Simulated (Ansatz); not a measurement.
# TlGa (hypothetical, Fm-3m): thermal expansion from first principles, part 2 of 3

How much does TlGa (hypothetical) expand with temperature? The compound is hypothetical: it was made by swapping elements on a known structure type.

Ansatz 0.2.0; DFT PBE, scalar-relativistic, plane waves, PAW.

So far. Step 2 (A first coarse run): The start is under 31 GPa at this level and looks like a metal on this mesh. Step 5 (Tight relaxation): The residual pressure is -0.0062 GPa, small enough for phonons.

## Step 6: Phonons on strained cells, q-mesh 2×2×2

The study relaxes the crystal at several strains, solves the phonons on some of them and minimises the free energy at each temperature (static energy, vibrations, the electrons in a metal, and PV under a set pressure); the q-mesh sets how far the force constants reach.

input.yaml reads:

```yaml
crystal:
  lattice:
    - [0.0, 2.9953678143, 2.9953678143]
    - [2.9953678143, 0.0, 2.9953678143]
    - [2.9953678143, 2.9953678143, 0.0]
  atoms:
    - { symbol: Tl, position: [0.0, 0.0, 0.0] }
    - { symbol: Ga, position: [0.5, 0.5, 0.5] }
kpoints:
  mp_grid: { grid: [12, 12, 12] }
hamiltonian:
  xc: pbe
scf:
  occupations: { method: methfessel_paxton, width: 0.15 }
output:
  eigenvalues: true
phonons:
  method: dfpt
  qmesh: [2, 2, 2]
  temperatures: { t_max: 530.0, t_step: 50 }
  thermal_expansion: {}
```

Run with:

```bash
ansatz run input.yaml --threads 4 --pin off --max-ram 8192MiB --backend cpu --events-out ev --progress --plain --runs-dir out
```

Numbers of over 12 decimals in the logs are rounded to 6 here.

What it wrote:

```text
The last accepted step is kept in <dir> (removed where the run ends without a failure and the disk answers)
Engine: ansatz 0.2.0, x86_64-unknown-linux-gnu
Pseudopotentials: kind: paw
Pseudopotential: Tl, paw, valence charge 13, recommended cutoff 420 eV (normal), Tl.paw.azcp
Pseudopotential: Ga, paw, valence charge 13, recommended cutoff 420 eV (normal), Ga.paw.azcp
Functional definition: PBE
  parameter kappa = 0.804
  parameter beta = 0.066725
  exchange = pbe_x(kappa = kappa, mu = beta*pi^2/3)
  correlation = pbe_c(beta = beta)
Crystal: 2 atoms, lattice volume = 53.750 Å³
Basis set: ecut = 487.2 eV, 1363 PW (Γ), exchange–correlation on 64×64×64 points (8 copies of the dense FFT grid, shifted against one another)
Bands: 17, of which v1, the nominal top of the filled ones, is band 13 counted from 1 (12 counted from 0)
Symmetry: 48 space group operations
Space group: Fm-3m (ITA 225), of the structure as read, at distance tolerance 3.8e-5 Å
k-points: 72 of 1728
Non-local potential: Tl, projectors of the file, l = 0: 2, l = 1: 2, l = 2: 2, l = 3: 1
Non-local potential: Ga, projectors of the file, l = 0: 2, l = 1: 2, l = 2: 3, l = 3: 1
PAW form: soft (Blöchl's): semilocal exchange-correlation on the pseudo side does not see the compensation charge
PAW one-centre angular grid: Tl, 590 points (default); XC on 64 Gauss nodes
PAW one-centre angular grid: Ga, 590 points (default); XC on 64 Gauss nodes
Initial density: superposition of atomic densities (neutral atoms: chi_scale 0, normalization atom), corrected by the library's trained network
Initial wavefunctions: pseudopotential atomic-orbital guess
Functional: x = pbe(κ = 0.804, μ = 0.219515), c = pbe(β = 0.066725)
SCF iter   1: F=—  HF=-15226.789485 eV  |F-HF|=—  |Δ(HF+E_count)|=         —  Δρ=8.30e-4  dr2=2.90e-4  ethr=1.77e-3  ⟨swp⟩=5.5  Hψ=6166  notcnv=0
preconditioner: auto → Kerker (q_TF=auto, 2.417 Å⁻¹)  [metal: Δε(μ)=0.035 eV  Ē_g=15.056 eV  σ=0.150 eV  W_gap=0.19  n_scr=14 (ndim 8)  ℏωp=25.8 eV  f_vac=0.000  D(μ)=1.20/eV (n_scr^D=8)]
SCF iter   2: F=—  HF=-15226.788597 eV  |F-HF|=—  |Δ(HF+E_count)|=   8.88e-4  S|Δr|=    0.00e0  Δρ=4.52e-4  dr2=1.08e-4  ethr=1.11e-6  ⟨swp⟩=2.1  Hψ=2454  notcnv=0
SCF iter   3: F=—  HF=-15226.788616 eV  |F-HF|=—  |Δ(HF+E_count)|=   1.96e-5  S|Δr|=    0.00e0  Δρ=1.76e-4  dr2=9.92e-6  ethr=4.13e-7  ⟨swp⟩=2.0  Hψ=2130  notcnv=0
SCF iter   4: F=—  HF=-15226.788617 eV  |F-HF|=—  |Δ(HF+E_count)|=   5.65e-7  S|Δr|=    0.00e0  Δρ=8.29e-5  dr2=5.47e-6  ethr=3.82e-8  ⟨swp⟩=2.0  Hψ=2124  notcnv=0
SCF iter   5: F=—  HF=-15226.788615 eV  |F-HF|=—  |Δ(HF+E_count)|=   2.39e-6  S|Δr|=    0.00e0  Δρ=2.95e-5  dr2=5.54e-7  ethr=2.10e-8  ⟨swp⟩=2.0  Hψ=2130  notcnv=0
[...]
Free energy (F): -15226.788613 eV
Harris-Foulkes:  -15226.788613 eV  (|F-HF|=3.64e-12)
Internal energy: -15226.788362 eV  (E = F + TS)
E sigma→0 (E₀):  -15226.788550 eV
Entropy (-TS):   -0.000251 eV (-0.125 meV/atom)
Fermi energy:    8.391951 eV
--- Per-component energies (eV) ---
  E_band       = -69.275427
  E_kinetic    = 447.681612
  E_local      = -2939.957539  (includes V_loc(G=0)·N_el)
  E_nonlocal   = 738.488170
  E_hartree    = 1280.953219
  E_xc         = -299.216313
  E_vxc        = -199.118598  (∫ρ·V_xc dr)
  E_paw        = -12149.619174  (= ΣΔE_a)
  E_vpaw       = -678.275468  (= ΣTr[D̂ρ^β])
  E_aug_tail   = -0.000042  (compensation charges beyond the density's cutoff)
  E_ewald      = -2305.118296
  E_smearing   = -0.000251  (= −TS)
  E_closure    = 0.000000  (closes the sum)
  Σ components = -15226.788613   (vs F -15226.788613, Δ=0.00e0)
--- Forces (eV/Å), atoms counted from 1 ---
  atom   1  Tl    -0.00000000     0.00000000    -0.00000000
  atom   2  Ga     0.00000000    -0.00000000    -0.00000000
  max |Σ_I F_I| component: 4.46e-29 eV/Å
--- Stress (GPa, compression-positive) ---
       -0.007078       0.000000       0.000000
       -0.000000      -0.007078       0.000000
        0.000000       0.000000      -0.007078
  P = ⅓ Tr σ = -0.0071 GPa (-0.071 kbar)
--- Band table (eV; the first three rows and the last of 72) ---
  k-point 0: bands = [... 9 lower, -2.9690, -1.3475, 9.3063, 10.4974, 10.4974, 10.4974, 16.0791, 16.0791]
  k-point 1: bands = [... 9 lower, -2.9731, -1.2576, 8.4358, 10.5159, 10.5159, 11.1402, 15.3906, 15.6276]
  k-point 2: bands = [... 9 lower, -2.9634, -0.9867, 7.0713, 10.5796, 10.5796, 11.7842, 14.5727, 14.7663]
  k-point 71: bands = [... 9 lower, -2.8720, 2.8073, 3.6010, 6.2383, 6.2383, 12.5601, 13.1451, 16.2283]
── thermal expansion: 3 new cells, 3 in all ──
thermal expansion: relaxation of cell 2
thermal expansion: relaxation of cell 3
── thermal expansion: 2 new cells, 5 in all ──
thermal expansion: relaxation of cell 4
thermal expansion: lower-state search of cell 4
thermal expansion: electrons of cell 4
thermal expansion: phonons of cell 4
WARN: thermal expansion: vibrations_at_or_below_zero in the phonons of 1 cell: 4
this run last wrote the structure of step 1 to <dir>
--- Relaxed structure (1 steps of the walk, 1 accepted, 0 SCFs on fresh bases) ---
  F+E_penalty+E_count = -15226.78861311 eV   max|allowed force component| = 2.396e-29 eV/Å
  atoms:
    - { symbol: Tl, position: [0.0, 0.0, 0.0] }
    - { symbol: Ga, position: [0.5, 0.5, 0.5] }
--- Thermal expansion: 5 cells in 2 rounds, 0 GPa ---
  no lower state was reached at cell 4; its state was not examined: fill_not_monotonic
  not told: vibrations stand at or below zero in cell 4 (1.125 modes a cell, the lowest at -20.8 cm⁻¹): the crystal is at no minimum there, or its k-points are too few: type the crystal that it becomes, another pressure, or a denser kpoints.mp_grid, in a new run
  vibrations_at_or_below_zero in the phonons of 1 cell: 4
Error: vibrations stand at or below zero in cell 4 (1.125 modes a cell, the lowest at -20.8 cm⁻¹): the crystal is at no minimum there, or its k-points are too few: type the crystal that it becomes, another pressure, or a denser kpoints.mp_grid, in a new run
[key lines of the parts left out:]
SCF converged after 10 iterations
```

It took 69 s on 4 threads of Intel Xeon Platinum 8488C (Sapphire Rapids), shared host; peak memory 1.6 GiB.

The run ended with an error.

The program's message: “vibrations stand at or below zero in cell 4 (1.125 modes a cell, the lowest at -20.8 cm⁻¹): the crystal is at no minimum there, or its k-points are too few: type the crystal that it becomes, another p …”

## Step 7: The quasi-harmonic study, q-mesh 4×4×4

Thermal expansion follows from how the free energy of the vibrations (and of the electrons in a metal) changes with strain, so the program makes strained cells, their phonons and a fit in one run.

Changes to input.yaml since step 6:

```diff
@@ -18,3 +18,3 @@
   method: dfpt
-  qmesh: [2, 2, 2]
+  qmesh: [4, 4, 4]
   temperatures: { t_max: 530.0, t_step: 50 }
```

What it wrote:

```text
The last accepted step is kept in <dir> (removed where the run ends without a failure and the disk answers)
Engine: ansatz 0.2.0, x86_64-unknown-linux-gnu
Pseudopotentials: kind: paw
Pseudopotential: Tl, paw, valence charge 13, recommended cutoff 420 eV (normal), Tl.paw.azcp
Pseudopotential: Ga, paw, valence charge 13, recommended cutoff 420 eV (normal), Ga.paw.azcp
Functional definition: PBE
  parameter kappa = 0.804
  parameter beta = 0.066725
  exchange = pbe_x(kappa = kappa, mu = beta*pi^2/3)
  correlation = pbe_c(beta = beta)
Crystal: 2 atoms, lattice volume = 53.750 Å³
Basis set: ecut = 487.2 eV, 1363 PW (Γ), exchange–correlation on 64×64×64 points (8 copies of the dense FFT grid, shifted against one another)
Bands: 17, of which v1, the nominal top of the filled ones, is band 13 counted from 1 (12 counted from 0)
Symmetry: 48 space group operations
Space group: Fm-3m (ITA 225), of the structure as read, at distance tolerance 3.8e-5 Å
k-points: 72 of 1728
Non-local potential: Tl, projectors of the file, l = 0: 2, l = 1: 2, l = 2: 2, l = 3: 1
Non-local potential: Ga, projectors of the file, l = 0: 2, l = 1: 2, l = 2: 3, l = 3: 1
PAW form: soft (Blöchl's): semilocal exchange-correlation on the pseudo side does not see the compensation charge
PAW one-centre angular grid: Tl, 590 points (default); XC on 64 Gauss nodes
PAW one-centre angular grid: Ga, 590 points (default); XC on 64 Gauss nodes
Initial density: superposition of atomic densities (neutral atoms: chi_scale 0, normalization atom), corrected by the library's trained network
Initial wavefunctions: pseudopotential atomic-orbital guess
Functional: x = pbe(κ = 0.804, μ = 0.219515), c = pbe(β = 0.066725)
SCF iter   1: F=—  HF=-15226.789485 eV  |F-HF|=—  |Δ(HF+E_count)|=         —  Δρ=8.30e-4  dr2=2.90e-4  ethr=1.77e-3  ⟨swp⟩=5.5  Hψ=6166  notcnv=0
preconditioner: auto → Kerker (q_TF=auto, 2.417 Å⁻¹)  [metal: Δε(μ)=0.035 eV  Ē_g=15.056 eV  σ=0.150 eV  W_gap=0.19  n_scr=14 (ndim 8)  ℏωp=25.8 eV  f_vac=0.000  D(μ)=1.20/eV (n_scr^D=8)]
SCF iter   2: F=—  HF=-15226.788597 eV  |F-HF|=—  |Δ(HF+E_count)|=   8.88e-4  S|Δr|=    0.00e0  Δρ=4.52e-4  dr2=1.08e-4  ethr=1.11e-6  ⟨swp⟩=2.1  Hψ=2454  notcnv=0
SCF iter   3: F=—  HF=-15226.788616 eV  |F-HF|=—  |Δ(HF+E_count)|=   1.96e-5  S|Δr|=    0.00e0  Δρ=1.76e-4  dr2=9.92e-6  ethr=4.13e-7  ⟨swp⟩=2.0  Hψ=2130  notcnv=0
SCF iter   4: F=—  HF=-15226.788617 eV  |F-HF|=—  |Δ(HF+E_count)|=   5.65e-7  S|Δr|=    0.00e0  Δρ=8.29e-5  dr2=5.47e-6  ethr=3.82e-8  ⟨swp⟩=2.0  Hψ=2124  notcnv=0
SCF iter   5: F=—  HF=-15226.788615 eV  |F-HF|=—  |Δ(HF+E_count)|=   2.39e-6  S|Δr|=    0.00e0  Δρ=2.95e-5  dr2=5.54e-7  ethr=2.10e-8  ⟨swp⟩=2.0  Hψ=2130  notcnv=0
[...]
Free energy (F): -15226.788613 eV
Harris-Foulkes:  -15226.788613 eV  (|F-HF|=3.64e-12)
Internal energy: -15226.788362 eV  (E = F + TS)
E sigma→0 (E₀):  -15226.788550 eV
Entropy (-TS):   -0.000251 eV (-0.125 meV/atom)
Fermi energy:    8.391951 eV
--- Per-component energies (eV) ---
  E_band       = -69.275427
  E_kinetic    = 447.681612
  E_local      = -2939.957539  (includes V_loc(G=0)·N_el)
  E_nonlocal   = 738.488170
  E_hartree    = 1280.953219
  E_xc         = -299.216313
  E_vxc        = -199.118598  (∫ρ·V_xc dr)
  E_paw        = -12149.619174  (= ΣΔE_a)
  E_vpaw       = -678.275468  (= ΣTr[D̂ρ^β])
  E_aug_tail   = -0.000042  (compensation charges beyond the density's cutoff)
  E_ewald      = -2305.118296
  E_smearing   = -0.000251  (= −TS)
  E_closure    = 0.000000  (closes the sum)
  Σ components = -15226.788613   (vs F -15226.788613, Δ=0.00e0)
--- Forces (eV/Å), atoms counted from 1 ---
  atom   1  Tl    -0.00000000     0.00000000    -0.00000000
  atom   2  Ga     0.00000000    -0.00000000    -0.00000000
  max |Σ_I F_I| component: 4.46e-29 eV/Å
--- Stress (GPa, compression-positive) ---
       -0.007078       0.000000       0.000000
       -0.000000      -0.007078       0.000000
        0.000000       0.000000      -0.007078
  P = ⅓ Tr σ = -0.0071 GPa (-0.071 kbar)
--- Band table (eV; the first three rows and the last of 72) ---
  k-point 0: bands = [... 9 lower, -2.9690, -1.3475, 9.3063, 10.4974, 10.4974, 10.4974, 16.0791, 16.0791]
  k-point 1: bands = [... 9 lower, -2.9731, -1.2576, 8.4358, 10.5159, 10.5159, 11.1402, 15.3906, 15.6276]
  k-point 2: bands = [... 9 lower, -2.9634, -0.9867, 7.0713, 10.5796, 10.5796, 11.7842, 14.5727, 14.7663]
  k-point 71: bands = [... 9 lower, -2.8720, 2.8073, 3.6010, 6.2383, 6.2383, 12.5601, 13.1451, 16.2283]
── thermal expansion: 3 new cells, 3 in all ──
thermal expansion: relaxation of cell 2
thermal expansion: relaxation of cell 3
── thermal expansion: 2 new cells, 5 in all ──
thermal expansion: relaxation of cell 4
thermal expansion: lower-state search of cell 4
thermal expansion: electrons of cell 4
thermal expansion: phonons of cell 4
WARN: thermal expansion: vibrations_at_or_below_zero in the phonons of 1 cell: 4
this run last wrote the structure of step 1 to <dir>
--- Relaxed structure (1 steps of the walk, 1 accepted, 0 SCFs on fresh bases) ---
  F+E_penalty+E_count = -15226.78861311 eV   max|allowed force component| = 2.396e-29 eV/Å
  atoms:
    - { symbol: Tl, position: [0.0, 0.0, 0.0] }
    - { symbol: Ga, position: [0.5, 0.5, 0.5] }
--- Thermal expansion: 5 cells in 2 rounds, 0 GPa ---
  no lower state was reached at cell 4; its state was not examined: fill_not_monotonic
  not told: vibrations stand at or below zero in cell 4 (0.703 modes a cell, the lowest at -20.8 cm⁻¹): the crystal is at no minimum there, or its k-points are too few: type the crystal that it becomes, another pressure, or a denser kpoints.mp_grid, in a new run
  vibrations_at_or_below_zero in the phonons of 1 cell: 4
Error: vibrations stand at or below zero in cell 4 (0.703 modes a cell, the lowest at -20.8 cm⁻¹): the crystal is at no minimum there, or its k-points are too few: type the crystal that it becomes, another pressure, or a denser kpoints.mp_grid, in a new run
[key lines of the parts left out:]
SCF converged after 10 iterations
```

Elapsed: 6.6 min, on 4 threads; peak memory 4.2 GiB; 26 min of CPU time.

The run ended with an error.

The program's message: “vibrations stand at or below zero in cell 4 (0.703 modes a cell, the lowest at -20.8 cm⁻¹): the crystal is at no minimum there, or its k-points are too few: type the crystal that it becomes, another p …”

(Continued in part 3 of 3.)

[Logs are printed without paths, hosts, clocks, repeated set-up lines and the standing remarks that a program may print on its own settings, such as how far it seeks lower states.]

[Hosts, paths, dates, database ids (printed as entryN), source tags and the programs' standing remarks are cut or masked in the printed files.]

[A step with changed settings may run another functional than the one named; its input shows which.]

[Pressures of single members of a volume series are the stress at the run's cutoff; with an incomplete basis they can lie off −dE/dV of the same runs, and they are not shown converged.]
